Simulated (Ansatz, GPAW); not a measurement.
**A 11-layer slab of Pb(110): work function by functional and basis**

Wanted: work functions and dipole of a 11-layer slab of Pb(110), with the cost of each level.

Calculated with GPAW 26.7.0 and Ansatz 0.2.0; Ansatz plane waves; slab in vacuum with a dipole correction, relaxation; PAW set soft_1, in the first sound run; inputs show where later runs differ.

Most raw output is cut from this account.

**1. Set-up**

The cell holds 11 atoms: 11 Pb. Cell: a = 4.950 Å, b = 3.500 Å, c = 31.501 Å, α = 90.0°, β = 90.0°, γ = 90.0°. Vacuum lies along c.

**2. Relaxing the atoms**

Forces are removed first; all later runs use this geometry. The lowest 5 atoms are held at bulk positions and keep their forces.

Contents of input.yaml:

```yaml
crystal:
  lattice:
    - [4.95, 0.0, 0.0]
    - [0.0, 3.5001785669, 0.0]
    - [0.0, 0.0, 31.5008928344]
  atoms:
    - { symbol: Pb, position: [0.0, 0.0, 0.2222159237] }
    - { symbol: Pb, position: [0.5, 0.5, 0.277772739] }
    - { symbol: Pb, position: [0.0, 0.0, 0.3333295542] }
    - { symbol: Pb, position: [0.5, 0.5, 0.3888863695] }
    - { symbol: Pb, position: [0.0, 0.0, 0.4444431847] }
    - { symbol: Pb, position: [0.5, 0.5, 0.5] }
    - { symbol: Pb, position: [0.0, 0.0, 0.5555568153] }
    - { symbol: Pb, position: [0.5, 0.5, 0.6111136305] }
    - { symbol: Pb, position: [0.0, 0.0, 0.6666704458] }
    - { symbol: Pb, position: [0.5, 0.5, 0.722227261] }
    - { symbol: Pb, position: [0.0, 0.0, 0.7777840763] }
kpoints:
  mp_grid: { grid: [7, 9, 1] }
hamiltonian:
  xc: pbe
  pseudopotentials: { kind: paw, azcp: { folder: soft_1 } }
scf:
  occupations: { method: fermi_dirac, width: 0.1 }
efield:
  axis: 3
  dipole_correction: true
  ramp_width: 0.05
relax:
  f_tol: 0.02
  max_steps: 60
  constraints: [{ sites: [0, 1, 2, 3, 4] }]
output:
  write_potential: true
  write_density: true
  volumetric_format: npy
```

On the command line:

```bash
$ ansatz run input.yaml --threads 4 --pin off --max-ram 8192MiB --backend cpu --events-out ev --progress --plain --runs-dir out
```

The job ended after 3.2 min (4 threads of Arm Neoverse N1, shared host; peak memory 1.6 GiB).

The steps of the relaxation:

| step | energy less that of the first step (eV) | largest force component (eV/Å) |
| --- | --- | --- |
| 1 | 0.0000 | 0.3493 |
| 2 | -0.0611 | 0.1400 |
| 3 | -0.0808 | 0.0211 |
| 4 | -0.0818 | 0.0084 |

The run keeps the 4 symmetry operations that it works with, so distortions that break them were not tested.

The atoms that moved most (Å):

| atom | dx | dy | dz | length |
| --- | --- | --- | --- | --- |
| Pb10 | 0.000 | 0.000 | 0.442 | 0.442 |
| Pb9 | 0.000 | 0.000 | 0.330 | 0.330 |
| Pb8 | 0.000 | 0.000 | 0.318 | 0.318 |
| Pb11 | 0.000 | 0.000 | 0.225 | 0.225 |
| Pb7 | 0.000 | 0.000 | 0.186 | 0.186 |
| Pb6 | 0.000 | 0.000 | 0.130 | 0.130 |

Numbers from this step:

| Item | Value |
| --- | --- |
| free energy | -130996.4458 eV |
| smearing term TS | 0.1998 eV |
| symmetry operations | 4 |
| upper work function | 3.698 eV |
| lower work function | 3.676 eV |
| dipole along the normal | -0.002165 e·Å |
| dipole field | -7.18e-4 V/Å |
| vacuum level above | 9.096 eV |
| vacuum level below | 9.073 eV |

The electrostatic potential energy of an electron (with the applied field's), less the Fermi level, planar mean oscillates, so the rows of the table below give means over windows of 1.75 Å about each position, cut where the curve ends. Its maxima inside the range that stand out by 2 % of the span (Å: eV): 7.9: -3.83, 9.6: -3.89, 11.4: -3.93, 13.1: -3.93, 14.9: -2.68, 16.8: -3.30, 18.7: -2.61, 20.4: -3.78, 22.3: -2.78, 23.9: -6.37. Its minima: 7.1: -6.36, 8.8: -6.55, 10.5: -6.69, 12.3: -6.69, 14.0: -6.57, 15.9: -6.52, 17.6: -6.51, 19.5: -6.55, 21.3: -6.56, 23.3: -6.82, 24.5: -6.78.

The electrostatic potential energy of an electron (with the applied field's), less the Fermi level, planar mean by z; means over each step:

| z (Å) | electrostatic potential energy of an electron (with the applied field's), less the Fermi level, planar mean (eV) |
| --- | --- |
| 0.88 | 3.68 |
| 2.62 | 3.67 |
| 4.38 | 3.57 |
| 6.12 | -0.993 |
| 7.88 | -5.45 |
| 9.62 | -5.54 |
| 11.38 | -5.60 |
| 13.12 | -5.58 |
| 14.88 | -4.85 |
| 16.62 | -5.23 |
| 18.38 | -4.87 |
| 20.12 | -5.45 |
| 21.88 | -5.00 |
| 23.62 | -6.50 |
| 25.38 | -2.29 |
| 27.12 | 3.53 |
| 28.88 | 3.70 |
| 30.62 | 3.70 |

The valence density, planar mean oscillates, so the rows of the table below give means over windows of 1.75 Å about each position, cut where the curve ends. Its maxima inside the range that stand out by 2 % of the span (Å: e/Å³): 7.0: 0.652, 8.8: 0.669, 10.5: 0.667, 12.3: 0.667, 14.0: 0.663, 15.9: 0.661, 17.6: 0.659, 19.5: 0.661, 21.3: 0.661, 23.2: 0.675, 24.6: 0.658. Its minima: 7.9: 0.261, 9.6: 0.262, 11.4: 0.263, 13.1: 0.262, 14.9: 0.222, 16.8: 0.242, 18.7: 0.219, 20.4: 0.259, 22.3: 0.227, 23.9: 0.361.

Valence density, planar mean against z; means over each step:

| z (Å) | valence density, planar mean (e/Å³) |
| --- | --- |
| 2.62 | 5.5e-5 |
| 4.38 | 0.00313 |
| 6.12 | 0.231 |
| 7.88 | 0.459 |
| 9.62 | 0.462 |
| 11.38 | 0.462 |
| 13.12 | 0.461 |
| 14.88 | 0.415 |
| 16.62 | 0.441 |
| 18.38 | 0.420 |
| 20.12 | 0.456 |
| 21.88 | 0.433 |
| 23.62 | 0.519 |
| 25.38 | 0.314 |
| 27.12 | 0.00543 |
| 28.88 | 8.5e-5 |
| 30.62 | 1.6e-6 |

The relaxation lowered the energy of the cell by 0.0818 eV.

**3. The slab's potential**

The work function is the vacuum plateau of the electrostatic potential less the Fermi level; a dipole layer lets the two faces have plateaus of their own.

This step: GPAW, PAW setups; slab in vacuum (GPAW 26.7.0).

Contents of run.py:

```python
import json
import numpy as np
from ase import Atoms
from gpaw import GPAW, PW

slab = Atoms(
    ['Pb', 'Pb', 'Pb', 'Pb', 'Pb', 'Pb', 'Pb', 'Pb', 'Pb', 'Pb', 'Pb'],
    positions=[
        [0.00000, 0.00000, 7.00000],
        [2.47500, 1.75009, 8.75009],
        [0.00000, 0.00000, 10.50018],
        [2.47500, 1.75009, 12.25027],
        [0.00000, 0.00000, 14.00036],
        [2.47500, 1.75009, 15.88078],
        [0.00000, 0.00000, 17.68684],
        [2.47500, 1.75009, 19.56823],
        [0.00000, 0.00000, 21.33078],
        [2.47500, 1.75009, 23.19290],
        [0.00000, 0.00000, 24.72617]],
    cell=[[4.95, 0.0, 0.0], [0.0, 3.50018, 0.0], [0.0, 0.0, 31.50089]],
    pbc=[True, True, False])

slab.calc = GPAW(mode=PW(400), xc='PBE', kpts={'size': (7, 9, 1), 'gamma': True},
                 occupations={'name': 'fermi-dirac', 'width': 0.1}, nbands='200%',
                 convergence={'density': 1e-05}, maxiter=200,
                 poissonsolver={'dipolelayer': 'xy'},
                 symmetry={'tolerance': 1e-3}, txt='slab.txt')
result = {}
energy = slab.get_potential_energy()
fermi = slab.calc.get_fermi_level()
v = slab.calc.get_electrostatic_potential().mean((0, 1)) - fermi
n = slab.calc.get_pseudo_density().mean((0, 1))
L = slab.cell[2, 2]
z = np.arange(len(v)) * L / len(v)
low, high = slab.positions[:, 2].min(), slab.positions[:, 2].max()
below, above = np.interp([low - 4.8, high + 4.8], z, v)
slopes = [np.interp(x, z, np.gradient(v, z)) for x in (low - 4.8, high + 4.8)]
eps = np.array([[slab.calc.get_eigenvalues(k, s) for k in range(len(slab.calc.get_ibz_k_points()))]
                for s in range(slab.calc.get_number_of_spins())]) - fermi
top, bottom = eps[eps < 0].max(), eps[eps > 0].min()
dipole = slab.get_dipole_moment()[2]
print(f'energy {energy:.4f} eV, Fermi level {fermi:.4f} eV, dipole {dipole:.5f} e A')
print(f'potential 4.8 A off the faces, from the Fermi level: lower {below:.4f} eV, upper {above:.4f} eV')
print(f'slope of the potential there: lower {slopes[0]:.5f}, upper {slopes[1]:.5f} eV/A')
print(f'nearest levels on the mesh: {top:.4f} and {bottom:.4f} eV')
print('magnetic moment', round(slab.get_magnetic_moment(), 3))
result.update(energy=energy, fermi=fermi, dipole=dipole, below=below, above=above, slopes=slopes, edges=[top, bottom],
              z=z.tolist(), v=v.tolist(), n=n.tolist(), positions=slab.positions.tolist(),
              forces=slab.get_forces(apply_constraint=False).tolist(), moments=slab.get_magnetic_moments().tolist())
json.dump(result, open('result.json', 'w'))
```

On the command line:

```bash
$ OMP_NUM_THREADS=1 OPENBLAS_NUM_THREADS=1 python run.py
```

Run time: 59 min. Hardware: 1 thread; peak memory 0.84 GiB.

This step gave:

```
dipole along the normal                    : -0.002813 e·Å
levels nearest the Fermi level on the mesh : -0.01226, 0.02342 eV from the Fermi level
upper work function                        : 3.726 eV
lower work function                        : 3.696 eV
```

The electrostatic potential energy of an electron (without an applied field's), less the Fermi level, planar mean oscillates, so the rows of the table below give means over windows of 1.82 Å about each position, cut where the curve ends. Its maxima inside the range that stand out by 2 % of the span (Å: eV): 7.9: -3.30, 9.6: -3.31, 11.4: -3.34, 13.2: -3.40, 14.9: -2.26, 16.8: -2.84, 18.6: -2.23, 20.5: -3.19, 22.3: -2.35, 24.0: -5.52. Its minima: 7.0: -12.1, 8.8: -12.4, 10.5: -12.6, 12.2: -12.5, 14.0: -12.4, 15.9: -12.4, 17.7: -12.4, 19.6: -12.4, 21.3: -12.5, 23.3: -12.6, 24.8: -12.4.

Table of electrostatic potential energy of an electron (without an applied field's), less the Fermi level, planar mean by z; means over each step:

z (Å), electrostatic potential energy of an electron (without an applied field's), less the Fermi level, planar mean (eV) and a bar from the least value:
```
     0.91        3.7 ##############################
     2.73        3.7 ##############################
     4.55        3.5 ##############################
     6.37       -4.0 ##########
     8.19       -7.6 #
    10.01       -7.6 
    11.83       -7.6 
    13.65       -7.5 #
    15.47       -6.9 ##
    17.29       -7.2 ##
    19.11       -6.9 ##
    20.93       -7.4 #
    22.75       -7.1 ##
    24.57       -7.8 
    26.39        2.7 ###########################
    28.21        3.7 ##############################
    30.03        3.7 ##############################
```

The pseudo valence density, planar mean oscillates, so the rows of the table below give means over windows of 1 Å about each position, cut where the curve ends. Its maxima inside the range that stand out by 2 % of the span (Å: e/Å³): 7.1: 0.737, 8.8: 0.762, 10.5: 0.765, 12.2: 0.761, 13.9: 0.745, 15.9: 0.757, 17.8: 0.727, 19.5: 0.745, 21.4: 0.730, 23.1: 0.764, 24.6: 0.744. Its minima: 7.9: 0.260, 9.6: 0.259, 11.4: 0.260, 13.1: 0.261, 15.0: 0.221, 16.7: 0.244, 18.6: 0.218, 20.4: 0.260, 22.3: 0.225, 24.0: 0.336.

Table of pseudo valence density, planar mean by z; means over each step:

| z (Å) | pseudo valence density, planar mean (e/Å³) |
| --- | --- |
| 2 | 9.8e-6 |
| 3 | 9.0e-5 |
| 4 | 8.6e-4 |
| 5 | 0.00970 |
| 6 | 0.125 |
| 7 | 0.561 |
| 8 | 0.348 |
| 9 | 0.538 |
| 10 | 0.438 |
| 11 | 0.438 |
| 12 | 0.537 |
| 13 | 0.349 |
| 14 | 0.575 |
| 15 | 0.293 |
| 16 | 0.562 |
| 17 | 0.351 |
| 18 | 0.502 |
| 19 | 0.385 |
| 20 | 0.466 |
| 21 | 0.505 |
| 22 | 0.347 |
| 23 | 0.556 |
| 24 | 0.434 |
| 25 | 0.501 |
| 26 | 0.0614 |
| 27 | 0.00494 |
| 28 | 4.5e-4 |
| 29 | 4.2e-5 |

Force by atom:

| atom | x (eV/Å) | y (eV/Å) | z (eV/Å) | size |
| --- | --- | --- | --- | --- |
| Pb1 | 0.000 | 0.000 | 0.300 | 0.300 |
| Pb2 | 0.000 | 0.000 | -0.331 | 0.331 |
| Pb3 | 0.000 | 0.000 | -0.127 | 0.127 |
| Pb4 | 0.000 | 0.000 | 0.017 | 0.017 |
| Pb5 | 0.000 | 0.000 | 0.163 | 0.163 |
| Pb6 | 0.000 | 0.000 | 0.004 | 0.004 |
| Pb7 | 0.000 | 0.000 | 0.007 | 0.007 |
| Pb8 | 0.000 | 0.000 | 0.008 | 0.008 |
| Pb9 | 0.000 | 0.000 | 0.011 | 0.011 |
| Pb10 | 0.000 | 0.000 | 0.009 | 0.009 |
| Pb11 | 0.000 | 0.000 | -0.045 | 0.045 |

The potential is flat to 0.001 eV/Å where it is read, so the vacuum is wide enough. The geometry is the other program's minimum; here the largest force on a free atom is 0.045 eV/Å.

**4. Self-consistent run: xc = "vdW-DF2"**

The same geometry under vdW-DF2, to see how far the functional moves the levels against the vacuum (the van der Waals functionals take revPBE setups).

Edit run.py of step 3 so:

```diff
@@ -22,3 +22,3 @@
 
-slab.calc = GPAW(mode=PW(400), xc='PBE', kpts={'size': (7, 9, 1), 'gamma': True},
+slab.calc = GPAW(mode=PW(400), xc='vdW-DF2', kpts={'size': (7, 9, 1), 'gamma': True},
                  occupations={'name': 'fermi-dirac', 'width': 0.1}, nbands='200%',
```

Wall time 1.8 h (1 thread); peak memory 1.1 GiB.

Numbers from this step:

```yaml
dipole_along_the_normal: -3.46e-4 e·Å
levels_nearest_the_fermi_level_on_the_mesh: -0.007786, 0.02095 eV from the Fermi level
upper_work_function: 4.137 eV
lower_work_function: 4.133 eV
```

The electrostatic potential energy of an electron (without an applied field's), less the Fermi level, planar mean oscillates, so the rows of the table below give means over windows of 1.82 Å about each position, cut where the curve ends. Its maxima inside the range that stand out by 2 % of the span (Å: eV): 7.8: -3.46, 9.6: -3.52, 11.4: -3.55, 13.2: -3.60, 14.9: -2.45, 16.8: -3.03, 18.6: -2.42, 20.5: -3.38, 22.3: -2.57, 24.0: -5.68. Its minima: 7.0: -12.2, 8.8: -12.7, 10.5: -12.8, 12.2: -12.8, 14.0: -12.6, 15.9: -12.6, 17.7: -12.6, 19.6: -12.6, 21.3: -12.7, 23.3: -12.8, 24.8: -12.5.

The electrostatic potential energy of an electron (without an applied field's), less the Fermi level, planar mean by z; means over each step:

| z (Å) | electrostatic potential energy of an electron (without an applied field's), less the Fermi level, planar mean (eV) |
| --- | --- |
| 0.91 | 4.13 |
| 2.73 | 4.13 |
| 4.55 | 3.92 |
| 6.37 | -3.97 |
| 8.19 | -7.79 |
| 10.01 | -7.88 |
| 11.83 | -7.85 |
| 13.65 | -7.70 |
| 15.47 | -7.13 |
| 17.29 | -7.42 |
| 19.11 | -7.14 |
| 20.93 | -7.66 |
| 22.75 | -7.38 |
| 24.57 | -7.91 |
| 26.39 | 2.93 |
| 28.21 | 4.12 |
| 30.03 | 4.14 |

The pseudo valence density, planar mean oscillates, so the rows of the table below give means over windows of 2 Å about each position, cut where the curve ends. Its maxima inside the range that stand out by 2 % of the span (Å: e/Å³): 7.1: 0.737, 8.8: 0.761, 10.5: 0.764, 12.2: 0.760, 13.9: 0.745, 15.9: 0.757, 17.8: 0.727, 19.5: 0.744, 21.4: 0.729, 23.1: 0.763, 24.6: 0.743. Its minima: 7.9: 0.260, 9.6: 0.260, 11.4: 0.261, 13.1: 0.262, 15.0: 0.222, 16.7: 0.245, 18.6: 0.220, 20.4: 0.261, 22.3: 0.226, 24.0: 0.337.

Pseudo valence density, planar mean against z; means over each step:

z (Å), pseudo valence density, planar mean (e/Å³) and a bar:
```
        2      0.000 
        4      0.002 
        6      0.204 ###########
        8      0.487 ##########################
       10      0.462 #########################
       12      0.444 ########################
       14      0.428 #######################
       16      0.426 #######################
       18      0.424 #######################
       20      0.449 ########################
       22      0.449 ########################
       24      0.551 ##############################
       26      0.118 ######
       28      0.001 
       30      0.000
```

Force by atom:

| atom | x (eV/Å) | y (eV/Å) | z (eV/Å) | size |
| --- | --- | --- | --- | --- |
| Pb1 | 0.000 | 0.000 | -0.230 | 0.230 |
| Pb2 | 0.000 | 0.000 | -0.499 | 0.499 |
| Pb3 | 0.000 | 0.000 | -0.117 | 0.117 |
| Pb4 | 0.000 | 0.000 | 0.053 | 0.053 |
| Pb5 | 0.000 | 0.000 | 0.236 | 0.236 |
| Pb6 | 0.000 | 0.000 | 0.004 | 0.004 |
| Pb7 | 0.000 | 0.000 | -0.017 | 0.017 |
| Pb8 | 0.000 | 0.000 | -0.012 | 0.012 |
| Pb9 | 0.000 | 0.000 | -0.031 | 0.031 |
| Pb10 | 0.000 | 0.000 | 0.089 | 0.089 |
| Pb11 | 0.000 | 0.000 | 0.531 | 0.531 |

The upper face's work function is 4.137 eV, against 3.726 eV in the first plane-wave PBE run at this geometry.

**5. Self-consistent run: xc = "RPBE"**

The same geometry under RPBE, to see how far the functional moves the levels against the vacuum.

Edit run.py of step 4 so:

```diff
@@ -22,3 +22,3 @@
 
-slab.calc = GPAW(mode=PW(400), xc='vdW-DF2', kpts={'size': (7, 9, 1), 'gamma': True},
+slab.calc = GPAW(mode=PW(400), xc='RPBE', kpts={'size': (7, 9, 1), 'gamma': True},
                  occupations={'name': 'fermi-dirac', 'width': 0.1}, nbands='200%',
```

The job ended after 57 min (1 thread; peak memory 0.84 GiB).

Numbers from this step:

```
dipole along the normal                    : -0.002640 e·Å
levels nearest the Fermi level on the mesh : -0.01445, 0.02199 eV from the Fermi level
upper work function                        : 3.587 eV
lower work function                        : 3.559 eV
```

The electrostatic potential energy of an electron (without an applied field's), less the Fermi level, planar mean oscillates, so the rows of the table below give means over windows of 1.82 Å about each position, cut where the curve ends. Its maxima inside the range that stand out by 2 % of the span (Å: eV): 7.9: -3.43, 9.6: -3.44, 11.4: -3.48, 13.2: -3.53, 14.9: -2.40, 16.8: -2.98, 18.6: -2.37, 20.5: -3.33, 22.3: -2.48, 24.0: -5.65. Its minima: 7.0: -12.3, 8.8: -12.5, 10.5: -12.7, 12.2: -12.7, 14.0: -12.5, 15.9: -12.5, 17.7: -12.5, 19.6: -12.5, 21.3: -12.6, 23.3: -12.7, 24.8: -12.6.

Electrostatic potential energy of an electron (without an applied field's), less the Fermi level, planar mean against z; means over each step:

| z (Å) | electrostatic potential energy of an electron (without an applied field's), less the Fermi level, planar mean (eV) |
| --- | --- |
| 0.91 | 3.56 |
| 2.73 | 3.56 |
| 4.55 | 3.39 |
| 6.37 | -4.17 |
| 8.19 | -7.72 |
| 10.01 | -7.77 |
| 11.83 | -7.75 |
| 13.65 | -7.62 |
| 15.47 | -7.06 |
| 17.29 | -7.35 |
| 19.11 | -7.06 |
| 20.93 | -7.58 |
| 22.75 | -7.27 |
| 24.57 | -7.94 |
| 26.39 | 2.52 |
| 28.21 | 3.57 |
| 30.03 | 3.59 |

The upper face's work function is 3.587 eV, against 3.726 eV in the first plane-wave PBE run at this geometry.

**6. OptPBE vdW: xc = "optPBE-vdW"**

The same geometry under optPBE-vdW, to see how far the functional moves the levels against the vacuum (the van der Waals functionals take revPBE setups).

Edit run.py of step 5 so:

```diff
@@ -22,3 +22,3 @@
 
-slab.calc = GPAW(mode=PW(400), xc='RPBE', kpts={'size': (7, 9, 1), 'gamma': True},
+slab.calc = GPAW(mode=PW(400), xc='optPBE-vdW', kpts={'size': (7, 9, 1), 'gamma': True},
                  occupations={'name': 'fermi-dirac', 'width': 0.1}, nbands='200%',
```

It took 55 min on 1 thread; peak memory 1.1 GiB.

This step gave:

```
dipole along the normal                    : -0.001842 e·Å
levels nearest the Fermi level on the mesh : -0.01198, 0.03190 eV from the Fermi level
upper work function                        : 3.941 eV
lower work function                        : 3.922 eV
```

The electrostatic potential energy of an electron (without an applied field's), less the Fermi level, planar mean oscillates, so the rows of the table below give means over windows of 1.82 Å about each position, cut where the curve ends. Its maxima inside the range that stand out by 2 % of the span (Å: eV): 7.9: -3.33, 9.6: -3.34, 11.4: -3.37, 13.2: -3.42, 14.9: -2.29, 16.8: -2.86, 18.6: -2.25, 20.5: -3.21, 22.3: -2.39, 24.0: -5.54. Its minima: 7.0: -12.1, 8.8: -12.4, 10.5: -12.6, 12.2: -12.6, 14.0: -12.4, 15.9: -12.4, 17.7: -12.4, 19.6: -12.4, 21.3: -12.5, 23.3: -12.6, 24.8: -12.4.

The electrostatic potential energy of an electron (without an applied field's), less the Fermi level, planar mean by z; means over each step:

z (Å), electrostatic potential energy of an electron (without an applied field's), less the Fermi level, planar mean (eV) and a bar from the least value:
```
     0.91        3.9 ##############################
     2.73        3.9 ##############################
     4.55        3.7 #############################
     6.37       -4.0 ##########
     8.19       -7.6 
    10.01       -7.7 
    11.83       -7.7 
    13.65       -7.5 #
    15.47       -6.9 ##
    17.29       -7.2 #
    19.11       -6.9 ##
    20.93       -7.5 #
    22.75       -7.2 ##
    24.57       -7.8 
    26.39        2.8 ###########################
    28.21        3.9 ##############################
    30.03        3.9 ##############################
```

The upper face's work function is 3.941 eV, against 3.726 eV in the first plane-wave PBE run at this geometry.

**7. Self-consistent run: xc = "LDA"**

The same geometry under LDA, to see how far the functional moves the levels against the vacuum.

Edit run.py of step 6 so:

```diff
@@ -22,3 +22,3 @@
 
-slab.calc = GPAW(mode=PW(400), xc='optPBE-vdW', kpts={'size': (7, 9, 1), 'gamma': True},
+slab.calc = GPAW(mode=PW(400), xc='LDA', kpts={'size': (7, 9, 1), 'gamma': True},
                  occupations={'name': 'fermi-dirac', 'width': 0.1}, nbands='200%',
```

Elapsed: 58 min, on 1 thread; peak memory 0.85 GiB.

This step gave:

* dipole along the normal: -0.002958 e·Å
* levels nearest the Fermi level on the mesh: -0.006977, 0.02049 eV from the Fermi level
* upper work function: 4.028 eV
* lower work function: 3.996 eV

The upper face's work function is 4.028 eV, against 3.726 eV in the first plane-wave PBE run at this geometry.

(Continued in part 2 of 2.)

[Logs are printed without paths, hosts, clocks, repeated set-up lines and the standing remarks that a program may print on its own settings, such as how far it seeks lower states.]

[Hosts, paths, dates, database ids (printed as entryN), source tags and the programs' standing remarks are cut or masked in the printed files.]
